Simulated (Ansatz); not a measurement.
**GaAs wire along [111], 14 atoms a period, H-terminated: bands by functional**

Wanted: the relaxed geometry and the bands of the GaAs wire along [111], 14 atoms a period, H-terminated.

Calculated with Ansatz 0.2.0; DFT PBE, plane waves, PAW; relaxation of a wire's period; PAW set soft_1, in the first sound run; inputs show where later runs differ.

## (1) Set-up

The cell holds 32 atoms: 7 Ga, 7 As and 18 H. Cell: a = 13.446 Å, b = 14.446 Å, c = 9.959 Å, α = 90.0°, β = 90.0°, γ = 90.0°. Vacuum lies along a and b. The structure's axis is c.

## (2) Relaxation of atoms and period

Band widths follow the bond lengths, so the wire is relaxed first. The atoms and the third cell vector are free; the box across stays fixed as vacuum. A Fermi-Dirac smearing is set since the result may be a metal. The pressure printed is a third of the stress's trace over the whole box, vacuum included; only the stress along the axis is relaxed.

input.yaml

```yaml
crystal:
  lattice:
    - [13.446, 0.0, 0.0]
    - [0.0, 14.446, 0.0]
    - [0.0, 0.0, 9.9592921435]
  atoms:
    - { symbol: Ga, position: [0.499999747, 0.500973692, 0.0] }
    - { symbol: As, position: [0.499999747, 0.500973692, 0.25] }
    - { symbol: H, position: [0.252863305, 0.47128418, 0.280451396] }
    - { symbol: H, position: [0.348807422, 0.316607631, 0.280451396] }
    - { symbol: H, position: [0.40405563, 0.715029265, 0.280451396] }
    - { symbol: H, position: [0.595943864, 0.715029265, 0.280451396] }
    - { symbol: H, position: [0.651192071, 0.316607631, 0.280451396] }
    - { symbol: H, position: [0.747136188, 0.47128418, 0.280451396] }
    - { symbol: Ga, position: [0.348807422, 0.41972533, 0.333333333] }
    - { symbol: Ga, position: [0.499999747, 0.663470416, 0.333333333] }
    - { symbol: Ga, position: [0.651192071, 0.41972533, 0.333333333] }
    - { symbol: As, position: [0.348807422, 0.41972533, 0.583333333] }
    - { symbol: As, position: [0.499999747, 0.663470416, 0.583333333] }
    - { symbol: As, position: [0.651192071, 0.41972533, 0.583333333] }
    - { symbol: H, position: [0.252863305, 0.633780904, 0.613784729] }
    - { symbol: H, position: [0.499999747, 0.235359269, 0.613784729] }
    - { symbol: H, position: [0.747136188, 0.633780904, 0.613784729] }
    - { symbol: H, position: [0.254685029, 0.369145446, 0.635211184] }
    - { symbol: H, position: [0.499999747, 0.764630184, 0.635211184] }
    - { symbol: H, position: [0.745314465, 0.369145446, 0.635211184] }
    - { symbol: Ga, position: [0.348807422, 0.582222054, 0.666666667] }
    - { symbol: Ga, position: [0.499999747, 0.338476968, 0.666666667] }
    - { symbol: Ga, position: [0.651192071, 0.582222054, 0.666666667] }
    - { symbol: As, position: [0.348807422, 0.582222054, 0.916666667] }
    - { symbol: As, position: [0.499999747, 0.338476968, 0.916666667] }
    - { symbol: As, position: [0.651192071, 0.582222054, 0.916666667] }
    - { symbol: H, position: [0.254685029, 0.53164217, 0.968544517] }
    - { symbol: H, position: [0.348807422, 0.683381822, 0.968544517] }
    - { symbol: H, position: [0.405877353, 0.287897084, 0.968544517] }
    - { symbol: H, position: [0.59412214, 0.287897084, 0.968544517] }
    - { symbol: H, position: [0.651192071, 0.683381822, 0.968544517] }
    - { symbol: H, position: [0.745314465, 0.53164217, 0.968544517] }
kpoints:
  mp_grid: { grid: [1, 1, 9] }
scf:
  occupations: { method: fermi_dirac, width: 0.05 }
hamiltonian:
  xc: pbe
  pseudopotentials: { kind: paw, azcp: { folder: soft_1 } }
relax:
  cell: { fix: [a, b, alpha, beta, gamma] }
  max_steps: 45
  f_tol: 0.03
```

Launch:

```
ansatz run input.yaml --threads 4 --pin off --max-ram 16384MiB --backend cpu --events-out ev --progress --plain --runs-dir out
```

Numbers of over 12 decimals in the logs are rounded to 6 here.

The log of the run:

```text
Engine: ansatz 0.2.0, aarch64-unknown-linux-gnu
Pseudopotentials: kind: paw
Pseudopotential: Ga, paw, valence charge 13, recommended cutoff 420 eV (normal), soft_1/Ga.paw.azcp
Pseudopotential: As, paw, valence charge 15, recommended cutoff 420 eV (normal), soft_1/As.paw.azcp
Pseudopotential: H, paw, valence charge 1, recommended cutoff 420 eV (normal), soft_1/H.paw.azcp
Functional definition: PBE
  parameter kappa = 0.804
  parameter beta = 0.066725
  exchange = pbe_x(kappa = kappa, mu = beta*pi^2/3)
  correlation = pbe_c(beta = beta)
Crystal: 32 atoms, lattice volume = 1934.502 Å³
Basis set: ecut = 420 eV, 37761 PW (Γ), exchange–correlation on 180×200×144 points (8 copies of the dense FFT grid, shifted against one another)
Bands: 139, of which v1, the nominal top of the filled ones, is band 107 counted from 1 (106 counted from 0)
Symmetry: 2 space group operations
Space group: Pm (ITA 6), of the structure as read, at distance tolerance 1.2e-4 Å
k-points: 5 of 9 (time reversal used)
Non-local potential: Ga, projectors of the file, l = 0: 2, l = 1: 2, l = 2: 3, l = 3: 1
Non-local potential: As, projectors of the file, l = 0: 2, l = 1: 2, l = 2: 3, l = 3: 1
Non-local potential: H, projectors of the file, l = 0: 2, l = 1: 1
PAW form: soft (Blöchl's): semilocal exchange-correlation on the pseudo side does not see the compensation charge
PAW one-centre angular grid: Ga, 590 points (default); XC on 64 Gauss nodes
PAW one-centre angular grid: As, 590 points (default); XC on 64 Gauss nodes
PAW one-centre angular grid: H, 110 points (default); XC on 64 Gauss nodes
Initial density: superposition of atomic densities (neutral atoms: chi_scale 0, normalization atom)
Initial wavefunctions: pseudopotential atomic-orbital guess
Functional: x = pbe(κ = 0.804, μ = 0.219515), c = pbe(β = 0.066725)
SCF iter   1: F=—  HF=-60763.307389 eV  |F-HF|=—  |Δ(HF+E_count)|=         —  Δρ=3.05e-2  dr2=1.83e1  ethr=3.10e-3  ⟨swp⟩=6.6  Hψ=3014  notcnv=0  defer=26
preconditioner: auto → Resta (q_TF=auto, 1.890 Å⁻¹)  ε∞=1.5  [insulator: Δε(μ)=3.349 eV  Ē_g=13.827 eV  σ=0.050 eV  W_gap=1.00  n_scr=212 (ndim 8)  ℏωp=10.1 eV  f_vac=0.658  D(μ)=0.00/eV (n_scr^D=0)  ε∞_Penn≈1.5  vacuum switching on, ρ_ref=1.4e-2 e/Å³]
SCF iter   2: F=—  HF=-60758.155310 eV  |F-HF|=—  |Δ(HF+E_count)|=    5.15e0  Δρ=1.28e-2  dr2=3.08e0  ethr=3.10e-3  ⟨swp⟩=3.0  Hψ=1168  notcnv=0  defer=131
SCF iter   3: F=—  HF=-60757.509790 eV  |F-HF|=—  |Δ(HF+E_count)|=   6.46e-1  Δρ=3.66e-3  dr2=6.27e-1  ethr=1.44e-3  ⟨swp⟩=3.2  Hψ=1235  notcnv=0  defer=123
SCF iter   4: F=—  HF=-60757.327866 eV  |F-HF|=—  |Δ(HF+E_count)|=   1.82e-1  Δρ=1.30e-3  dr2=2.26e-2  ethr=2.93e-4  ⟨swp⟩=4.0  Hψ=1035  notcnv=0  defer=123
SCF iter   5: F=—  HF=-60757.330845 eV  |F-HF|=—  |Δ(HF+E_count)|=   2.98e-3  Δρ=3.80e-4  dr2=2.27e-3  ethr=1.06e-5  ⟨swp⟩=3.0  Hψ=1222  notcnv=0  defer=115
SCF iter   6: F=—  HF=-60757.330540 eV  |F-HF|=—  |Δ(HF+E_count)|=   3.05e-4  Δρ=1.26e-4  dr2=2.46e-4  ethr=1.06e-6  ⟨swp⟩=2.0  Hψ=940  notcnv=0  defer=115
SCF iter   7: F=—  HF=-60757.330691 eV  |F-HF|=—  |Δ(HF+E_count)|=   1.51e-4  Δρ=4.25e-5  dr2=3.11e-5  ethr=1.15e-7  ⟨swp⟩=2.0  Hψ=840  notcnv=0  defer=115
SCF iter   8: F=—  HF=-60757.330571 eV  |F-HF|=—  |Δ(HF+E_count)|=   1.20e-4  Δρ=1.29e-5  dr2=3.15e-6  ethr=1.46e-8  ⟨swp⟩=2.0  Hψ=988  notcnv=0  defer=115
SCF iter   9: F=—  HF=-60757.330573 eV  |F-HF|=—  |Δ(HF+E_count)|=   2.07e-6  Δρ=4.22e-6  dr2=3.41e-7  ethr=1.47e-9  ⟨swp⟩=2.0  Hψ=915  notcnv=0  defer=115
SCF iter  10: F=-60757.330573 eV  HF=-60757.330573 eV  |F-HF|=4.19e-9  |Δ(HF+E_count)|=   4.67e-7  Δρ=1.34e-6  dr2=4.34e-8  ethr=4.67e-11  ⟨swp⟩=4.0  Hψ=2309  notcnv=0
SCF 1 converged in 10 iterations: F = -60757.330573 eV  dr2 = 4.34e-8
  greatest PAW one-centre occupation: 0.999 electrons in one spin orbital (limit 2), on the As atom at site 25 (counted from 0), in its partial waves of l = 2
relax step   1: F+E_penalty+E_count = -60757.33057321 eV  Δ(F+E_penalty+E_count) = +0.000e0 eV  max|allowed force component| = 1.566e0 eV/Å  Δτ_max = 0.0000 Å  P = -0.320 GPa  Ω = 1934.502 Å³  fix = [a, b, alpha, beta, gamma]  reactions: a -0.456, b -0.459 GPa; alpha -0.001 GPa/rad  (10 SCF iters, dr2 threshold 1.00e-7 eV, accepted)
Crystal: 32 atoms, lattice volume = 1932.238 Å³
Basis set: ecut = 420 eV, 37729 PW (Γ), exchange–correlation on 180×200×144 points (8 copies of the dense FFT grid, shifted against one another)
Initial density: handed on by an earlier stage of this run
Initial wavefunctions: those handed on with the density
iter 1 solved again at ethr=2.02e-4 eV; its pass at ethr=3.10e-3 eV (dr2=4.32e-1 eV) is discarded
SCF iter   1: F=—  HF=-60758.557599 eV  |F-HF|=—  |Δ(HF+E_count)|=         —  Δρ=6.12e-3  dr2=4.34e-1  ethr=2.02e-4  ⟨swp⟩=5.0  Hψ=3144  notcnv=0
preconditioner: auto → Resta (q_TF=auto, 1.891 Å⁻¹)  ε∞=1.6  [insulator: Δε(μ)=3.042 eV  Ē_g=13.634 eV  σ=0.050 eV  W_gap=1.00  n_scr=212 (ndim 8)  ℏωp=10.1 eV  f_vac=0.702  D(μ)=0.00/eV (n_scr^D=0)  ε∞_Penn≈1.6  vacuum switching on, ρ_ref=1.3e-2 e/Å³]
SCF iter   2: F=—  HF=-60758.464652 eV  |F-HF|=—  |Δ(HF+E_count)|=   9.29e-2  Δρ=2.94e-3  dr2=6.82e-2  ethr=2.02e-4  ⟨swp⟩=5.0  Hψ=1270  notcnv=0
SCF iter   3: F=—  HF=-60758.464280 eV  |F-HF|=—  |Δ(HF+E_count)|=   3.72e-4  Δρ=6.72e-4  dr2=8.76e-3  ethr=3.19e-5  ⟨swp⟩=2.0  Hψ=1182  notcnv=0  defer=138
SCF iter   4: F=—  HF=-60758.462658 eV  |F-HF|=—  |Δ(HF+E_count)|=   1.62e-3  Δρ=2.07e-4  dr2=9.12e-4  ethr=4.10e-6  ⟨swp⟩=2.0  Hψ=1047  notcnv=0  defer=138
SCF iter   5: F=—  HF=-60758.462604 eV  |F-HF|=—  |Δ(HF+E_count)|=   5.33e-5  Δρ=5.60e-5  dr2=6.68e-5  ethr=4.26e-7  ⟨swp⟩=2.0  Hψ=942  notcnv=0  defer=138
SCF iter   6: F=—  HF=-60758.462609 eV  |F-HF|=—  |Δ(HF+E_count)|=   4.89e-6  Δρ=2.25e-5  dr2=9.70e-6  ethr=3.12e-8  ⟨swp⟩=2.0  Hψ=1092  notcnv=0  defer=138
SCF iter   7: F=-60758.462610 eV  HF=-60758.462610 eV  |F-HF|=1.85e-7  |Δ(HF+E_count)|=   7.75e-7  Δρ=5.04e-6  dr2=5.52e-7  ethr=1.50e-9  ⟨swp⟩=4.0  Hψ=2227  notcnv=0
SCF 2 converged in 7 iterations: F = -60758.462610 eV  dr2 = 5.52e-7
relax step   2: F+E_penalty+E_count = -60758.46260976 eV  Δ(F+E_penalty+E_count) = -1.132e0 eV  max|allowed force component| = 4.805e-1 eV/Å  Δτ_max = 0.1948 Å  P = -0.170 GPa  Ω = 1932.238 Å³  energy of the carried Pulay correction = +2.729e-4 eV  fix = [a, b, alpha, beta, gamma]  reactions: a -0.238, b -0.242 GPa; alpha -0.001 GPa/rad  (7 SCF iters, dr2 threshold 3.20e-6 eV, accepted)
Crystal: 32 atoms, lattice volume = 1932.451 Å³
iter 1 solved again at ethr=9.32e-5 eV; its pass at ethr=3.10e-3 eV (dr2=1.99e-1 eV) is discarded
[...]
Initial wavefunctions: pseudopotential atomic-orbital guess (no wavefunctions were taken with the density)
iter 1 solved again at ethr=5.61e-7 eV; its pass at ethr=3.10e-3 eV (dr2=1.20e-3 eV) is discarded
SCF iter   1: F=—  HF=-60758.685559 eV  |F-HF|=—  |Δ(HF+E_count)|=         —  Δρ=1.80e-6  dr2=5.73e-8  ethr=5.61e-7  ⟨swp⟩=5.6  Hψ=4914  notcnv=0
eigensolver tolerance schedule: the retry pair's looser diagonalisation over-reported the residual by 20980.43 of it (diagonalisation noise at an unbounded share of the residual, at the tolerance the schedule requests for it); recorded, not acted on — ethr = c·dr2/N_el stays at c = 1.0e-1
preconditioner: auto → Resta (q_TF=auto, 1.890 Å⁻¹)  ε∞=1.5  [insulator: Δε(μ)=3.263 eV  Ē_g=13.745 eV  σ=0.050 eV  W_gap=1.00  n_scr=212 (ndim 8)  ℏωp=10.1 eV  f_vac=0.704  D(μ)=0.00/eV (n_scr^D=0)  ε∞_Penn≈1.5  vacuum switching on, ρ_ref=1.4e-2 e/Å³]
SCF iter   2: F=—  HF=-60758.685514 eV  |F-HF|=—  |Δ(HF+E_count)|=   4.51e-5  Δρ=9.55e-7  dr2=1.47e-8  ethr=2.68e-11  ⟨swp⟩=3.2  Hψ=1420  notcnv=0
SCF iter   3: F=—  HF=-60758.685514 eV  |F-HF|=—  |Δ(HF+E_count)|=   4.38e-9  Δρ=4.62e-7  dr2=3.81e-9  ethr=6.86e-12  ⟨swp⟩=2.0  Hψ=955  notcnv=0
SCF iter   4: F=-60758.685514 eV  HF=-60758.685514 eV  |F-HF|=1.16e-10  |Δ(HF+E_count)|=   2.60e-9  Δρ=1.06e-7  dr2=3.14e-10  ethr=1.00e-12  ⟨swp⟩=3.0  Hψ=2643  notcnv=0
SCF 7 converged in 4 iterations: F = -60758.685514 eV  dr2 = 3.14e-10
relax step   7: F+E_penalty+E_count = -60758.68551374 eV  Δ(F+E_penalty+E_count) = +5.436e-6 eV  max|allowed force component| = 2.147e-2 eV/Å  Δτ_max = 0.0000 Å  P = +0.004 GPa  Ω = 1934.461 Å³  fix = [a, b, alpha, beta, gamma]  reactions: a +0.005, b +0.001 GPa; alpha -0.000 GPa/rad  stress off target by 7.34e-3 GPa on what of the cell is left free  SCF on the basis re-selected at this cell (its energy is not comparable with the rows above)  (4 SCF iters)
basis re-selected at this cell: Δ(F+E_penalty+E_count) = +5.436e-6 eV, ΔP = +0.000 GPa vs the last step (what re-selecting the basis moved, of the pressure what is left beyond the Pulay correction that the steps carried, after the strain that the cell walked since its last selection, with what the two solves' SCF thresholds leave and, on support functions, any second-order correction that the steps lacked; it is no m [...]
SCF converged after 4 iterations
Free energy (F): -60758.685514 eV
Harris-Foulkes:  -60758.685514 eV  (|F-HF|=1.16e-10)
Internal energy: -60758.685514 eV  (E = F + TS)
E sigma→0 (E₀):  -60758.685514 eV
Fermi energy:    -2.000905 eV
--- Per-component energies (eV) ---
  E_band       = -4398.979766
  E_kinetic    = 1690.502058
  E_local      = -91204.945356  (includes V_loc(G=0)·N_el)
  E_nonlocal   = -3390.824353
  E_hartree    = 46628.603442
  E_xc         = -1086.343689
  E_vxc        = -1100.793779  (∫ρ·V_xc dr)
  E_paw        = -28045.888410  (= ΣΔE_a)
  E_vpaw       = -3650.105395  (= ΣTr[D̂ρ^β])
  E_aug_tail   = -0.018281  (compensation charges beyond the density's cutoff)
  E_ewald      = 14650.229076
  E_smearing   = -0.000000  (= −TS)
  E_closure    = -0.000000  (closes the sum)
  Σ components = -60758.685514   (vs F -60758.685514, Δ=0.00e0)
--- Forces (eV/Å), atoms counted from 1 ---
  atom   1  Ga     0.00000000    -0.00008493    -0.02147077
  atom   2  As     0.00000000    -0.00014538     0.00760243
  atom   3  H      0.00075081     0.00052106    -0.00381338
  atom   4  H      0.00107588     0.00012347    -0.00365253
  atom   5  H     -0.00020535    -0.00109333    -0.00376554
  atom   6  H      0.00020535    -0.00109333    -0.00376554
  atom   7  H     -0.00107588     0.00012347    -0.00365253
  atom   8  H     -0.00075081     0.00052106    -0.00381338
  atom   9  Ga    -0.00812896    -0.00422126     0.00580304
  atom  10  Ga     0.00000000     0.00933061     0.00589992
  atom  11  Ga     0.00812896    -0.00422126     0.00580304
  atom  12  As     0.00280709     0.00151052     0.00450674
  atom  13  As     0.00000000    -0.00298299     0.00463054
  atom  14  As    -0.00280709     0.00151052     0.00450674
  atom  15  H     -0.00083775     0.00046628     0.00670405
  atom  16  H      0.00000000    -0.00107229     0.00675530
  atom  17  H      0.00083775     0.00046628     0.00670405
  atom  18  H     -0.00121360    -0.00088967    -0.00532209
  atom  19  H      0.00000000     0.00159789    -0.00540870
  atom  20  H      0.00121360    -0.00088967    -0.00532209
  atom  21  Ga     0.01243453    -0.00704152    -0.00231478
  atom  22  Ga     0.00000000     0.01450270    -0.00210111
  atom  23  Ga    -0.01243453    -0.00704152    -0.00231478
  atom  24  As     0.00594483    -0.00350435     0.00049665
  atom  25  As     0.00000000     0.00709505     0.00022093
  atom  26  As    -0.00594483    -0.00350435     0.00049665
  atom  27  H     -0.00477594     0.00155736     0.00109800
  atom  28  H     -0.00372957     0.00340816     0.00104646
  atom  29  H     -0.00112770    -0.00495586     0.00114942
  atom  30  H      0.00112770    -0.00495586     0.00114942
  atom  31  H      0.00372957     0.00340816     0.00104646
  atom  32  H      0.00477594     0.00155736     0.00109800
  max |Σ_I F_I| component: 2.36e-6 eV/Å
--- Stress (GPa, compression-positive) ---
        0.004662       0.000000       0.000000
        0.000000       0.000612       0.000309
        0.000000       0.000309       0.007337
  P = ⅓ Tr σ = 0.0042 GPa (0.042 kbar)
--- Relaxed structure (6 steps of the walk, 6 accepted, 1 SCFs on fresh bases) ---
  F+E_penalty+E_count = -60758.68551374 eV   max|allowed force component| = 2.147e-2 eV/Å   (the final SCF, on the basis selected at the relaxed cell)
  cell:  # Å, volume = 1934.4610 Å³
    - [13.446, 0.0, 0.0]
    - [0.0, 14.446, 0]
    - [0.0, 0, 9.959081]
  atoms:
    - { symbol: Ga, position: [0.500000, 0.501014, 0.032607] }
    - { symbol: As, position: [0.500000, 0.500956, 0.273476] }
    - { symbol: H, position: [0.250134, 0.476928, 0.281310] }
    - { symbol: H, position: [0.352839, 0.311469, 0.281421] }
    - { symbol: H, position: [0.397337, 0.714326, 0.281305] }
    - { symbol: H, position: [0.602663, 0.714326, 0.281305] }
    - { symbol: H, position: [0.647161, 0.311469, 0.281421] }
    - { symbol: H, position: [0.749866, 0.476928, 0.281310] }
    - { symbol: Ga, position: [0.341573, 0.415777, 0.321285] }
    - { symbol: Ga, position: [0.500000, 0.671276, 0.321277] }
    - { symbol: Ga, position: [0.658427, 0.415777, 0.321285] }
    - { symbol: As, position: [0.355798, 0.423493, 0.575656] }
    - { symbol: As, position: [0.500000, 0.655998, 0.575636] }
    - { symbol: As, position: [0.644202, 0.423493, 0.575656] }
    - { symbol: H, position: [0.246324, 0.637260, 0.621979] }
    - { symbol: H, position: [0.500000, 0.228356, 0.622000] }
    - { symbol: H, position: [0.753676, 0.637260, 0.621979] }
    - { symbol: H, position: [0.266263, 0.375389, 0.638497] }
    - { symbol: H, position: [0.500000, 0.752226, 0.638448] }
    - { symbol: H, position: [0.733737, 0.375389, 0.638497] }
    - { symbol: Ga, position: [0.344484, 0.584587, 0.656009] }
    - { symbol: Ga, position: [0.500000, 0.333836, 0.656041] }
    - { symbol: Ga, position: [0.655516, 0.584587, 0.656009] }
    - { symbol: As, position: [0.358935, 0.576820, 0.910174] }
    - { symbol: As, position: [0.500000, 0.349378, 0.910188] }
    - { symbol: As, position: [0.641065, 0.576820, 0.910174] }
    - { symbol: H, position: [0.264646, 0.536839, 0.971009] }
    - { symbol: H, position: [0.348989, 0.672817, 0.970994] }
    - { symbol: H, position: [0.415656, 0.293355, 0.971007] }
    - { symbol: H, position: [0.584344, 0.293355, 0.971007] }
    - { symbol: H, position: [0.651011, 0.672817, 0.970994] }
    - { symbol: H, position: [0.735354, 0.536839, 0.971009] }
```

Run time: 4.8 min. Hardware: 4 threads of Arm Neoverse V1, shared host; peak memory 4.7 GiB; 19 min of CPU time.

The steps of the relaxation:

| step | energy less that of the first step (eV) | largest force component (eV/Å) | pressure (GPa) | volume (Å³) |
| --- | --- | --- | --- | --- |
| 1 | 0.0000 | 1.5661 | -0.32 | 1934.50 |
| 2 | -1.1320 | 0.4805 | -0.17 | 1932.24 |
| 3 | -1.3355 | 0.1335 | -0.02 | 1932.45 |
| 4 | -1.3488 | 0.0552 | -0.01 | 1933.35 |
| 5 | -1.3520 | 0.0882 | 0.00 | 1931.55 |
| 6 | -1.3549 | 0.0215 | 0.00 | 1934.46 |
| 7* | -1.3549 | 0.0215 | 0.00 | 1934.46 |

Relaxation steps marked * repeat the geometry before them on a plane-wave basis chosen anew for their cell, so energy and pressure can jump there.

Forces are held to the 2 operations that the run works with; a distortion that breaks them can't arise in this run.

| cell as run | before | after | change |
| --- | --- | --- | --- |
| c (Å) | 9.959 | 9.959 | -0.0 % |

The atoms that moved most (Å, along periodic axes as changes of fractional coordinates times the final cell, across vacuum about the mean position):

| atom | dx | dy | dz | length |
| --- | --- | --- | --- | --- |
| Ga1 | 0.000 | 0.001 | 0.325 | 0.325 |
| As2 | 0.000 | 0.000 | 0.234 | 0.234 |
| H20 | -0.156 | 0.090 | 0.033 | 0.183 |
| H18 | 0.156 | 0.090 | 0.033 | 0.183 |
| H19 | 0.000 | -0.179 | 0.032 | 0.182 |
| As25 | 0.000 | 0.157 | -0.065 | 0.170 |
| As24 | 0.136 | -0.078 | -0.065 | 0.170 |
| As26 | -0.136 | -0.078 | -0.065 | 0.170 |

This step gave:

```yaml
cell_length_along_the_wire: 9.959 Å
```

The cell's length comes to 9.959 Å with spin left out.

(Continued in part 2 of 2.)

[Logs are printed without paths, hosts, clocks, repeated set-up lines and the standing remarks that a program may print on its own settings, such as how far it seeks lower states.]

[Hosts, paths, dates, database ids (printed as entryN), source tags and the programs' standing remarks are cut or masked in the printed files.]
